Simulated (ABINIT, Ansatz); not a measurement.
# Calculated records

## How the form of the self-energy moves the gap of La2O3 (P-3m1)

Symmetry: P-3m1, No. 164, trigonal system. The conventional cell has a = 3.931 Å, b = 3.931 Å, c = 6.112 Å, α = 90.00°, β = 90.00°, γ = 120.00°. La has 7 O at 2.36 to 2.72 Å nearest. Nearest to O lie 4 La at 2.36 to 2.44 Å. O has 6 La at 2.72 Å nearest. Farther neighbours, and contacts between anions beyond the nearest, are not listed.

```
method                                   : RPA screening on PBE, plane waves, norm-conserving pseudopotentials (and 3 further levels or steps)
program                                  : ABINIT 10.8.3
settings                                 : cutoff 50 Ha, PseudoDojo scalar-relativistic 0.4.1 standard, norm-conserving, ngkpt (3, 3, 2), nband 186, ecuteps 6.5 Ha, gwcalctyp 2, nfreqre 16, nfreqim 8, inclvkb 2, freqremax 40 eV, spmeth 1, nomegasf 120, shiftk (0, 0, 0), symchi 1, awtr 1, frequency cd, 3×3×2 k-mesh
notes                                    : The program’s warnings: Min real frequency set to default [Ha] = and nproc spkpt=  >= nkpt= * nsppol=. The cell and positions are those that the Materials Project relaxed with its own functionals (PBE, PBE+U or r2SCAN), kept fixed. Limits: no spin-orbit coupling. The 3×3×2 mesh is coarse for this cell, which bears on the long-range parts of exchange and screening.
G0W0, Godby-Needs plasmon pole           : 5.084 eV
G0W0, Hybertsen-Louie plasmon pole       : 5.380 eV
G0W0, von der Linden-Horsch plasmon pole : 5.137 eV
one-shot Hartree-Fock                    : 13.838 eV
G0W0, contour deformation                : 5.125 eV
known limits                             : short of the basis limit; no spin-orbit coupling; coarse k mesh
```

G0W0, Hybertsen-Louie plasmon pole: +0.296 eV against G0W0, Godby-Needs plasmon pole. G0W0, von der Linden-Horsch plasmon pole: +0.053 eV against G0W0, Godby-Needs plasmon pole.

[Long decimals in the printed logs are rounded to 6 places.]

[Logs are printed without paths, hosts, clocks, repeated set-up lines and the standing remarks that a program may print on its own settings, such as how far it seeks lower states.]

[Paths, hosts, dates, memory and timing lines, banners, echoed tables and standing remarks are left out of the program output; an Ansatz launch command may be rebuilt from the run's recorded settings. Measured values are a selection of at most five: reports struck by readers or far from the other reports are left out. None is set beside runs whose start may be inverted or whose files or cutoffs have a known fault.]

[Runs of the session that timed out or met a known fault of the program may be left out.]

[Hosts, paths, dates, database ids (printed as entryN), source tags and the programs' standing remarks are cut or masked in the printed files.]

[G0W0 gaps are taken among the corrected bands and points alone; a level outside them can change the order at an edge.]

[Where Ansatz stands beside ABINIT at settings called matched, ABINIT's density can come from a denser mesh and the files from another edition; pairs whose starting gaps differed by over 0.03 eV were left out, so agreement reads better than it is.]
